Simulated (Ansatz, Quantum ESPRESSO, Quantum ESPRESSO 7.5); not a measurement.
# Nb(100), 7 layers: vacuum level and surface dipole

Aim: the work function of each face of Nb(100), 7 layers, and how it moves with functional, pseudopotentials and boundary condition.

Method: plane-wave DFT, PBE, GBRV ultrasoft pseudopotentials (geometry and cross-check by Ansatz 0.2.0 with PAW datasets; geometry under PBE), in Quantum ESPRESSO 7.5.

The experiments to compare with:

For Nb (clean (100) face), “Anisotropic work function of elemental crystals” (2019, arxiv:1902.07811) quotes earlier work: work function (clean (100) face) 3.97 eV.

Report form: the programs' logs are mostly left out.

## 1. The structure

The cell holds 7 atoms: 7 Nb. Cell: a = 3.300 Å, b = 3.300 Å, c = 25.900 Å, α = 90.0°, β = 90.0°, γ = 90.0°. It derives from Nb. Vacuum lies along c.

As a file:

```cif
data_structure
_symmetry_space_group_name_H-M 'P 1'
_symmetry_Int_Tables_number 1
_cell_length_a 3.3000
_cell_length_b 3.3000
_cell_length_c 25.9000
_cell_angle_alpha 90.000
_cell_angle_beta 90.000
_cell_angle_gamma 90.000
_cell_volume 282.05
loop_
_atom_site_label
_atom_site_type_symbol
_atom_site_fract_x
_atom_site_fract_y
_atom_site_fract_z
_atom_site_occupancy
Nb1 Nb 0.00000 0.00000 0.30888 1
Nb2 Nb 0.50000 0.50000 0.37259 1
Nb3 Nb 0.00000 0.00000 0.43629 1
Nb4 Nb 0.50000 0.50000 0.50000 1
Nb5 Nb 0.00000 0.00000 0.56371 1
Nb6 Nb 0.50000 0.50000 0.62741 1
Nb7 Nb 0.00000 0.00000 0.69112 1
```

## 2. Geometry from Ansatz

A relaxation in Ansatz fixes the structure of this slab for the runs on it.

The input, input.yaml:

```yaml
crystal:
  lattice:
    - [3.3, 0.0, 0.0]
    - [0.0, 3.3, 0.0]
    - [0.0, 0.0, 25.9]
  atoms:
    - { symbol: Nb, position: [0.0, 0.0, 0.3088803089] }
    - { symbol: Nb, position: [0.5, 0.5, 0.3725868726] }
    - { symbol: Nb, position: [0.0, 0.0, 0.4362934363] }
    - { symbol: Nb, position: [0.5, 0.5, 0.5] }
    - { symbol: Nb, position: [0.0, 0.0, 0.5637065637] }
    - { symbol: Nb, position: [0.5, 0.5, 0.6274131274] }
    - { symbol: Nb, position: [0.0, 0.0, 0.6911196911] }
kpoints:
  mp_grid: { grid: [8, 8, 1] }
hamiltonian:
  xc: pbe
scf:
  occupations: { method: fermi_dirac, width: 0.1 }
  convergence: { dr2_threshold: 1.0e-08 }
efield:
  axis: 3
  dipole_correction: true
  ramp_position: 0.97
  ramp_width: 0.04
relax:
  f_tol: 0.01
  constraints: [{ sites: [2, 3, 4] }]
output:
  write_potential: true
  write_density: true
  volumetric_format: npy
```

Run with:

```console
$ ansatz run input.yaml --threads 4 --pin off --max-ram 8192MiB --backend cpu --events-out ev --progress --plain --runs-dir out
```

The job ended after 30 s (4 threads of Arm Neoverse V1, shared host; peak memory 0.69 GiB).

Relaxation path:

| step | energy less that of the first step (eV) | largest force component (eV/Å) |
| --- | --- | --- |
| 1 | 0.0000 | 0.9374 |
| 2 | -0.1317 | 0.6893 |
| 3 | -0.1794 | 0.1852 |
| 4 | -0.1823 | 0.0550 |
| 5 | -0.1833 | 0.0039 |

The atoms that moved most (Å):

| atom | dx | dy | dz | length |
| --- | --- | --- | --- | --- |
| Nb1 | 0.000 | 0.000 | 0.157 | 0.157 |
| Nb7 | 0.000 | 0.000 | -0.157 | 0.157 |
| Nb6 | 0.000 | 0.000 | 0.027 | 0.027 |
| Nb2 | 0.000 | 0.000 | -0.027 | 0.027 |

The relaxation lowers the energy by 26 meV an atom. Held were the atoms numbered 3, 4 and 5; the forces quoted are those on the free ones.

Numbers from this step:

* free energy: -31862.8823 eV
* energy at zero smearing: -31862.7324 eV
* smearing term TS: 0.2998 eV
* Fermi energy: 6.151 eV
* symmetry operations: 8
* work function of the upper face: 3.600 eV
* work function of the lower face: 3.600 eV
* dipole along the normal: 3.04e-6 e·Å

## 3. Self-consistent run

The work function is the vacuum level less the Fermi level, so the run needs a vacuum wide enough for a flat potential.

Level of this step: plane-wave DFT, PBE, GBRV ultrasoft pseudopotentials (Quantum ESPRESSO 7.5).

The input, scf.in:

```
&control
  prefix = 'scf'
  outdir = './out'
  pseudo_dir = './pseudo'
  calculation = 'scf'
  tprnfor = .true.
/
&system
  ibrav = 0
  nat = 7
  ntyp = 1
  ecutwfc = 40
  ecutrho = 200
  occupations = 'smearing'
  smearing = 'mv'
  degauss = 0.02
/
&electrons
  conv_thr = 1e-07
  mixing_beta = 0.4
  electron_maxstep = 120
  mixing_mode = 'local-TF'
/
ATOMIC_SPECIES
  Nb  92.9064  nb_pbe_v1.uspp.F.UPF
CELL_PARAMETERS angstrom
  3.30000000000000 0.00000000000000 0.00000000000000
  0.00000000000000 3.30000000000000 0.00000000000000
  0.00000000000000 0.00000000000000 25.90000000000000
ATOMIC_POSITIONS crystal
  Nb  -0.000000000000 0.000000000000 0.314950053841
  Nb  0.500000000000 0.500000000000 0.371540866587
  Nb  0.000000000000 0.000000000000 0.436293436300
  Nb  0.500000000000 0.500000000000 0.500000000000
  Nb  0.000000000000 0.000000000000 0.563706563700
  Nb  0.500000000000 0.500000000000 0.628459140696
  Nb  -0.000000000000 0.000000000000 0.685049953324
K_POINTS automatic
  8 8 1 0 0 0
```

Run with:

```console
$ OMP_NUM_THREADS=1 mpirun -n 4 pw.x -nk 4 -in scf.in > scf.out
```

Elapsed: 1.8 min, on 4 MPI ranks; peak memory 0.77 GiB; 7.3 min of CPU time.

Read from the output:

| Property | Result |
| --- | --- |
| free energy | -11228.6477 eV |
| Fermi energy | 6.228 eV |

The run needed 30 iterations to bring the estimated error under 1e-07 Ry; the largest force on any atom, held or free, is 0.17 eV/Å.

## 4. Potential by pp.x

The vacuum level is read from the electrostatic potential (plot_num = 11), averaged over planes.

The input, pot.in:

```
&inputpp
  prefix = 'scf'
  outdir = './out'
  filplot = 'pot.dat'
  plot_num = 11
/
```

Run with:

```console
$ OMP_NUM_THREADS=1 mpirun -n 4 pp.x -in pot.in > pot.out
```

Elapsed: 0.91 s, on 4 MPI ranks; peak memory 0.1 GiB; 3.3 s of CPU time.

This step gave:

```
work function of the upper face                                       : 3.624 eV
slope of the potential above                                          : 0.001752 eV/Å
upper vacuum line continued to the top atoms, over the Fermi level    : 3.614 eV
work function of the lower face                                       : 3.624 eV
slope of the potential below                                          : -0.001240 eV/Å
lower vacuum line continued to the bottom atoms, over the Fermi level : 3.617 eV
```

The potential energy, planar mean oscillates, so the rows of the table below give means over windows of 1.61 Å about each position, cut where the curve ends. Its maxima inside the range that stand out by 2 % of the span (Å: eV): 8.9: -10.0, 10.5: -6.22, 12.1: -6.65, 13.8: -6.65, 15.4: -6.22, 17.0: -10.0. Its minima: 8.2: -21.9, 9.7: -21.4, 11.3: -21.4, 13.0: -21.2, 14.6: -21.4, 16.2: -21.4, 17.7: -21.9.

Electrostatic potential energy of an electron; zero at the Fermi level. Potential energy, planar mean against z; means over each step:

| z (Å) | potential energy, planar mean (eV) |
| --- | --- |
| 0.81 | 3.62 |
| 2.42 | 3.62 |
| 4.02 | 3.61 |
| 5.63 | 3.33 |
| 7.24 | -4.75 |
| 8.85 | -16.5 |
| 10.46 | -13.4 |
| 12.07 | -13.7 |
| 13.68 | -13.7 |
| 15.29 | -13.4 |
| 16.90 | -16.4 |
| 18.51 | -6.83 |
| 20.12 | 3.23 |
| 21.73 | 3.61 |
| 23.34 | 3.62 |
| 24.95 | 3.62 |

Electrostatic potential energy in the ca plane at fractional y = 0.000, with atoms of Nb within 0.2 Å of it. With pseudopotentials it is smooth inside the atoms' cores, unlike the true potential.

Ten even steps from '0' (-158 eV) to '9' (4 eV), each cell a mean:
```
99730279999611489999621379998411589999999999
99875689999865799999865799999756899999999999
99998999999998999999998999999988999999999999
99999999999999999999999999999999999999999999
99999999999999999999999999999999999999999999
99999999999999999999999999999999999999999999
99987799999877899999977899999877899999999999
99842379999732589999732589998623689999999999
99710069998500279998500279998300489999999999
```
Columns run along c (16.0 Å, from fractional 0.26 to 0.88 of the cell; values clipped at the 3rd and 97th percentile), rows up along a (3.3 Å). Atoms in or near the plane, at fractional coordinates: Nb at (0.31, 0.00), Nb at (0.44, 0.00), Nb at (0.56, 0.00), Nb at (0.69, 0.00).

The vacuum is flat to 1.8 meV/Å, so its level is well defined. Inside the slab the curve depends on the local part of the pseudopotentials; only the vacuum level has a meaning of its own.

## 5. Planar and running averages

average.x takes the planar mean and smooths it over a window of one repeat.

The input, avg.in:

```
1
pot.dat
1.0
628
3
3.1180481056
```

Run with:

```console
$ OMP_NUM_THREADS=1 average.x < avg.in > avg.out
```

Run time: 0.53 s. Hardware: 1 MPI rank; peak memory 0.1 GiB.

This step gave:

```
average.x's running mean inside the slab, on the run's own zero                  : -7.619 eV
mean potential by an exact Fourier window inside the slab, on the run's own zero : -7.621 eV
```

The potential energy (planar mean) oscillates, so the rows of the table below give means over windows of 1.61 Å about each position, cut where the curve ends. Its maxima inside the range that stand out by 2 % of the span (Å: eV): 8.9: -9.99, 10.4: -6.24, 12.1: -6.57, 13.7: -6.66, 15.4: -6.22, 17.0: -9.95. Its minima: 8.2: -21.9, 9.6: -21.5, 11.3: -21.3, 12.9: -21.3, 14.6: -21.4, 16.2: -21.5, 17.7: -21.9.

Electrostatic potential energy of an electron; zero at the Fermi level; window 1.6500 Å. Table of potential energy by z; means over each step:

| z (Å) | planar mean (eV) | running mean (eV) |
| --- | --- | --- |
| 0.81 | 3.62 | 3.62 |
| 2.42 | 3.62 | 3.62 |
| 4.02 | 3.61 | 3.61 |
| 5.63 | 3.33 | 3.17 |
| 7.24 | -4.75 | -5.27 |
| 8.85 | -16.5 | -15.5 |
| 10.46 | -13.4 | -13.8 |
| 12.07 | -13.7 | -13.9 |
| 13.68 | -13.7 | -13.9 |
| 15.29 | -13.4 | -13.7 |
| 16.90 | -16.4 | -15.6 |
| 18.51 | -6.84 | -6.65 |
| 20.12 | 3.23 | 3.02 |
| 21.73 | 3.61 | 3.60 |
| 23.34 | 3.62 | 3.62 |
| 24.95 | 3.62 | 3.62 |

Where the running mean is not flat inside, average.x's window, rounded to the grid, doesn't match the spacings there.

## 6. Density by pp.x

The density shows how far the electrons spill into the vacuum.

The input, rho.in:

```
&inputpp
  prefix = 'scf'
  outdir = './out'
  filplot = 'rho.dat'
  plot_num = 0
/
```

Run with:

```console
$ OMP_NUM_THREADS=1 mpirun -n 4 pp.x -in rho.in > rho.out
```

The job ended after 0.9 s (4 MPI ranks; peak memory 0.1 GiB; 3.3 s of CPU time).

Read from the output:

- electrons by integration: 91.00 e

The valence density, planar mean oscillates, so the rows of the table below give means over windows of 1.67 Å about each position, cut where the curve ends. Its maxima inside the range that stand out by 2 % of the span (Å: e/Å³): 8.2: 0.910, 9.6: 0.926, 11.3: 0.908, 13.0: 0.908, 14.6: 0.908, 16.3: 0.926, 17.7: 0.910. Its minima: 8.9: 0.586, 10.5: 0.411, 12.1: 0.433, 13.8: 0.433, 15.4: 0.411, 17.0: 0.586.

Mean over planes. Table of valence density, planar mean by z; means over each step:

z (Å), valence density, planar mean (e/Å³) and a bar:
```
     2.50      0.000 
     4.17      0.000 
     5.84      0.010 
     7.51      0.458 #################
     9.18      0.812 ##############################
    10.86      0.712 ##########################
    12.52      0.725 ###########################
    14.20      0.722 ###########################
    15.86      0.725 ###########################
    17.54      0.757 ############################
    19.20      0.081 ###
    20.88      0.002 
    22.55      0.000
```

Valence density in the ca plane at fractional y = 0.000, with atoms of Nb within 0.2 Å of it. It is the smooth field of the valence electrons, not physical close to the nuclei.

Values in e/Å³, 5 rows by 16 columns, each cell a mean:
```
0.4 3.3 1.4 0.3 2.9 1.9 0.2 2.1 2.8 0.3 1.6 3.1 0.3 0.0 0.0 0.0
0.1 0.4 0.3 0.2 0.4 0.3 0.2 0.4 0.4 0.2 0.3 0.4 0.1 0.0 0.0 0.0
0.1 0.2 0.2 0.2 0.2 0.2 0.2 0.2 0.2 0.2 0.2 0.2 0.1 0.0 0.0 0.0
0.1 1.1 0.5 0.3 1.0 0.6 0.2 0.7 1.0 0.3 0.6 1.1 0.1 0.0 0.0 0.0
0.5 3.6 1.8 0.4 3.3 2.3 0.2 2.5 3.1 0.3 2.1 3.5 0.4 0.0 0.0 0.0
```
Columns run along c (16.0 Å, from fractional 0.26 to 0.88 of the cell), rows up along a (3.3 Å). Atoms in or near the plane, at fractional coordinates: Nb at (0.31, 0.00), Nb at (0.44, 0.00), Nb at (0.56, 0.00), Nb at (0.69, 0.00).

The density integrates to 91.000 electrons, as the 91 of the input ask.

## 7. Projections on atomic orbitals

projwfc.x splits the states by atom and orbital; the spilling says how much the atomic basis misses.

The input, pdos.in:

```
&projwfc
  prefix = 'scf'
  outdir = './out'
  filpdos = 'pdos'
  Emin = -1.772
  Emax = 10.228
  DeltaE = 0.1
  ngauss = 0
  degauss = 0.01
/
```

Run with:

```console
$ OMP_NUM_THREADS=1 mpirun -n 4 projwfc.x -in pdos.in > pdos.out
```

Elapsed: 1.9 s, on 4 MPI ranks; peak memory 0.11 GiB; 7.4 s of CPU time.

Numbers from this step:

| Property | Result |
| --- | --- |
| spilling of the projection | 7.00e-4 |

Projected DOS an atom over height of the atomic layer and energy from the Fermi level. Columns are the atomic layers from the bottom up.

Ten even steps from '_' (0.00 states/eV) to '@' (2.45 states/eV), each cell a mean:
```
**..::..::..**
%%::::--::::%%
@@----++----@@
==--++**++--==
##==++**++==##
**++++++++++**
**##**##**##**
++**------**++
==============
++**++==++**++
--++======++--
..::::::::::..
______________
______________
______________
______________
______________
______________
______________
______________
______________
______________
```
Columns: height of the atomic layer (Å) from 8.16 to 17.7 (not evenly spaced); rows upwards: energy from the Fermi level (eV) from -8.00 to 1.10.

The atomic orbitals miss 0.1 % of the occupied states; for empty states the projections can miss much more.

## 8. SCF with pw.x: open boundaries by the effective screening medium

The effective screening medium with bc1 puts vacuum on both sides and removes the images along the normal. The slab must sit about z = 0, symmetry is kept, and the .esm1 file holds the planar potential.

The input, esm.in:

```
&control
  prefix = 'esm'
  outdir = './out'
  pseudo_dir = './pseudo'
  calculation = 'scf'
  tprnfor = .true.
/
&system
  ibrav = 0
  nat = 7
  ntyp = 1
  ecutwfc = 40
  ecutrho = 200
  occupations = 'smearing'
  smearing = 'mv'
  degauss = 0.02
  assume_isolated = 'esm'
  esm_bc = 'bc1'
/
&electrons
  conv_thr = 1e-07
  mixing_beta = 0.4
  electron_maxstep = 120
  mixing_mode = 'local-TF'
/
ATOMIC_SPECIES
  Nb  92.9064  nb_pbe_v1.uspp.F.UPF
CELL_PARAMETERS angstrom
  3.30000000000000 0.00000000000000 0.00000000000000
  0.00000000000000 3.30000000000000 0.00000000000000
  0.00000000000000 0.00000000000000 25.90000000000000
ATOMIC_POSITIONS crystal
  Nb  -0.000000000000 0.000000000000 -0.185049949741
  Nb  0.500000000000 0.500000000000 -0.128459136996
  Nb  0.000000000000 0.000000000000 -0.063706567283
  Nb  0.500000000000 0.500000000000 -0.000000003583
  Nb  0.000000000000 0.000000000000 0.063706560117
  Nb  0.500000000000 0.500000000000 0.128459137114
  Nb  -0.000000000000 0.000000000000 0.185049949741
K_POINTS automatic
  8 8 1 0 0 0
```

Run with:

```console
$ OMP_NUM_THREADS=1 mpirun -n 4 pw.x -nk 4 -in esm.in > esm.out
```

Run time: 2.9 min. Hardware: 4 MPI ranks; peak memory 0.77 GiB.

Read from the output:

| Item | Value |
| --- | --- |
| free energy | -11228.6474 eV |
| Fermi energy | -3.627 eV |
| vacuum line at the lower end of the cell, over the Fermi level | 3.627 eV |
| vacuum line at the upper end of the cell, over the Fermi level | 3.627 eV |

The potential energy, planar mean oscillates, so the rows of the table below give means over windows of 1.62 Å about each position, cut where the curve ends. Its maxima inside the range that stand out by 2 % of the span (Å: eV): -4.0: -9.98, -2.5: -6.30, -0.8: -6.59, 0.8: -6.59, 2.5: -6.30, 4.0: -9.98. Its minima: -4.7: -21.7, -3.3: -21.5, -1.6: -21.3, 0.0: -21.3, 1.6: -21.3, 3.3: -21.5, 4.7: -21.7.

Electrostatic potential energy of an electron; zero at the Fermi level. Table of potential energy, planar mean by z; means over each step:

| z (Å) | potential energy, planar mean (eV) |
| --- | --- |
| -12.08 | 3.63 |
| -10.46 | 3.63 |
| -8.84 | 3.61 |
| -7.22 | 3.26 |
| -5.60 | -6.34 |
| -3.98 | -16.5 |
| -2.36 | -13.4 |
| -0.74 | -13.8 |
| 0.88 | -13.8 |
| 2.50 | -13.4 |
| 4.12 | -16.5 |
| 5.74 | -4.29 |
| 7.36 | 3.35 |
| 8.98 | 3.62 |
| 10.60 | 3.63 |
| 12.22 | 3.63 |

The vacuum levels are read from the outermost 0.7 Å of the cell on either side.

The run needed 37 iterations to bring the estimated error under 1e-07 Ry; the largest force on any atom, held or free, is 0.17 eV/Å.

The upper level is 3.627 eV against 3.624 eV from the periodic run.

## 9. Ground state: PBE, SG15 norm-conserving

Next, another level on the same atoms.

Level of this step: plane-wave DFT, PBE, SG15 norm-conserving pseudopotentials (Quantum ESPRESSO 7.5).

The input, sg15-pbe.in:

```
&control
  prefix = 'sg15-pbe'
  outdir = './out'
  pseudo_dir = './pseudo'
  calculation = 'scf'
  tprnfor = .true.
/
&system
  ibrav = 0
  nat = 7
  ntyp = 1
  ecutwfc = 60
  ecutrho = 240
  occupations = 'smearing'
  smearing = 'mv'
  degauss = 0.02
/
&electrons
  conv_thr = 1e-07
  mixing_beta = 0.4
  electron_maxstep = 120
  mixing_mode = 'local-TF'
/
ATOMIC_SPECIES
  Nb  92.9064  Nb_ONCV_PBE-1.2.upf
CELL_PARAMETERS angstrom
  3.30000000000000 0.00000000000000 0.00000000000000
  0.00000000000000 3.30000000000000 0.00000000000000
  0.00000000000000 0.00000000000000 25.90000000000000
ATOMIC_POSITIONS crystal
  Nb  -0.000000000000 0.000000000000 0.314950053841
  Nb  0.500000000000 0.500000000000 0.371540866587
  Nb  0.000000000000 0.000000000000 0.436293436300
  Nb  0.500000000000 0.500000000000 0.500000000000
  Nb  0.000000000000 0.000000000000 0.563706563700
  Nb  0.500000000000 0.500000000000 0.628459140696
  Nb  -0.000000000000 0.000000000000 0.685049953324
K_POINTS automatic
  8 8 1 0 0 0
```

Run with:

```console
$ OMP_NUM_THREADS=1 mpirun -n 4 pw.x -nk 4 -in sg15-pbe.in > sg15-pbe.out
```

Wall time 2.4 min (4 MPI ranks); peak memory 0.91 GiB.

This step gave:

| Property | Result |
| --- | --- |
| free energy | -10867.2768 eV |
| Fermi energy | 6.250 eV |

## 10. Potential by pp.x

The input, sg15-pbe.pot.in:

```
&inputpp
  prefix = 'sg15-pbe'
  outdir = './out'
  filplot = 'sg15-pbe.pot.dat'
  plot_num = 11
/
```

Run with:

```console
$ OMP_NUM_THREADS=1 mpirun -n 4 pp.x -in sg15-pbe.pot.in > sg15-pbe.pot.out
```

Elapsed: 0.75 s, on 4 MPI ranks; peak memory 0.11 GiB; 2.7 s of CPU time.

Numbers from this step:

* work function of the upper face: 3.573 eV
* slope of the potential above: 0.001215 eV/Å
* upper vacuum line continued to the top atoms, over the Fermi level: 3.566 eV
* work function of the lower face: 3.573 eV
* slope of the potential below: -8.48e-4 eV/Å
* lower vacuum line continued to the bottom atoms, over the Fermi level: 3.568 eV

The upper face goes from 3.624 eV (PBE, GBRV) to 3.573 eV, a change of -0.051 eV from the pseudopotentials and their cutoffs.

## 11. Ground state: Wu-Cohen, GBRV ultrasoft

Level of this step: plane-wave DFT, Wu-Cohen, GBRV ultrasoft pseudopotentials made under PBE (Quantum ESPRESSO 7.5). input_dft overrides the functional of the files.

gbrv-wc.in, as its differences from the input of step 9:

```diff
@@ -1,3 +1,3 @@
 &control
-  prefix = 'sg15-pbe'
+  prefix = 'gbrv-wc'
   outdir = './out'
@@ -11,4 +11,5 @@
   ntyp = 1
-  ecutwfc = 60
-  ecutrho = 240
+  ecutwfc = 40
+  ecutrho = 200
+  input_dft = 'wc'
   occupations = 'smearing'
@@ -24,3 +25,3 @@
 ATOMIC_SPECIES
-  Nb  92.9064  Nb_ONCV_PBE-1.2.upf
+  Nb  92.9064  nb_pbe_v1.uspp.F.UPF
 CELL_PARAMETERS angstrom
```

Run with:

```console
$ OMP_NUM_THREADS=1 mpirun -n 4 pw.x -nk 4 -in gbrv-wc.in > gbrv-wc.out
```

Wall time 2 min (4 MPI ranks); peak memory 0.73 GiB.

Numbers from this step:

- free energy: -11222.1034 eV
- Fermi energy: 6.141 eV

## 12. Potential by pp.x

The input, gbrv-wc.pot.in:

```
&inputpp
  prefix = 'gbrv-wc'
  outdir = './out'
  filplot = 'gbrv-wc.pot.dat'
  plot_num = 11
/
```

Run with:

```console
$ OMP_NUM_THREADS=1 mpirun -n 4 pp.x -in gbrv-wc.pot.in > gbrv-wc.pot.out
```

The job ended after 0.91 s (4 MPI ranks; peak memory 0.11 GiB; 3.3 s of CPU time).

Numbers from this step:

* work function of the upper face: 3.688 eV
* slope of the potential above: 0.001506 eV/Å
* upper vacuum line continued to the top atoms, over the Fermi level: 3.680 eV
* work function of the lower face: 3.689 eV
* slope of the potential below: -0.001063 eV/Å
* lower vacuum line continued to the bottom atoms, over the Fermi level: 3.683 eV

The upper face goes from 3.624 eV (PBE, GBRV) to 3.688 eV, a change of +0.065 eV.

[end of part 1 of 2]

[Logs are printed without paths, hosts, clocks, repeated set-up lines and the standing remarks that a program may print on its own settings, such as how far it seeks lower states.]

[Hosts, paths, dates, database ids (printed as entryN), source tags and the programs' standing remarks are cut or masked in the printed files.]

[Maps of the electrostatic potential energy from Ansatz leave out the sawtooth potential of an applied field or a dipole correction, so their vacuum need not be flat; planar profiles and work functions include it.]
